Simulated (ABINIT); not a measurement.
How the form of the self-energy moves the gap of GaP (F-43m). It takes space group F-43m (No. 216, cubic). Conventional cell: a = 5.450 Å, b = 5.450 Å, c = 5.450 Å, α = 90.00°, β = 90.00°, γ = 90.00°. Ga has 4 P at 2.36 Å nearest. Nearest to P lie 4 Ga at 2.36 Å. Farther neighbours, and contacts between anions beyond the nearest, are not listed. The calculation used RPA screening on PBE, plane waves, norm-conserving pseudopotentials (and 3 further levels or steps) in ABINIT 10.8.3, with cutoff 45 Ha, PseudoDojo scalar-relativistic 0.4 stringent, norm-conserving, potential set dojo-sr-pbe-0.4-stringent, ngkpt (4, 4, 4), nband 181, ecuteps 8.4 Ha, gwcalctyp 1, nfreqim 16, inclvkb 2, shiftk (0, 0, 0), symchi 1, awtr 1, frequency ac, 4×4×4 k-mesh. The G0W0, Godby-Needs plasmon pole is 2.269 eV and the G0W0, Hybertsen-Louie plasmon pole is 2.589 eV. The G0W0, von der Linden-Horsch plasmon pole is 2.363 eV and the G0W0, Engel-Farid plasmon pole is 2.317 eV. The one-shot Hartree-Fock is 7.487 eV, the G0W0, contour deformation is 2.266 eV and the G0W0, analytic continuation is 2.186 eV. The known limits are short of the basis limit; no spin-orbit coupling; coarse k mesh. It took 11 runs, 10 min in all on 8 MPI ranks of Arm Neoverse V2, shared host. G0W0, Hybertsen-Louie plasmon pole: +0.320 eV against G0W0, Godby-Needs plasmon pole. G0W0, von der Linden-Horsch plasmon pole: +0.094 eV against G0W0, Godby-Needs plasmon pole. The cell and positions come from the Crystallography Open Database and are kept as given unless a step says otherwise. Limits: no spin-orbit coupling. The 4×4×4 mesh is coarse for this cell, which bears on the long-range parts of exchange and screening.

[Paths, hosts, dates, memory and timing lines, banners, echoed tables and standing remarks are left out of the program output; an Ansatz launch command may be rebuilt from the run's recorded settings. Measured values are a selection of at most five: reports struck by readers or far from the other reports are left out. None is set beside runs whose start may be inverted or whose files or cutoffs have a known fault.]

[Runs of the session that timed out or met a known fault of the program may be left out.]

[Hosts, paths, dates, database ids (printed as entryN), source tags and the programs' standing remarks are cut or masked in the printed files.]

[G0W0 gaps are taken among the corrected bands and points alone; a level outside them can change the order at an edge.]

[Where Ansatz stands beside ABINIT at settings called matched, ABINIT's density can come from a denser mesh and the files from another edition; pairs whose starting gaps differed by over 0.03 eV were left out, so agreement reads better than it is.]
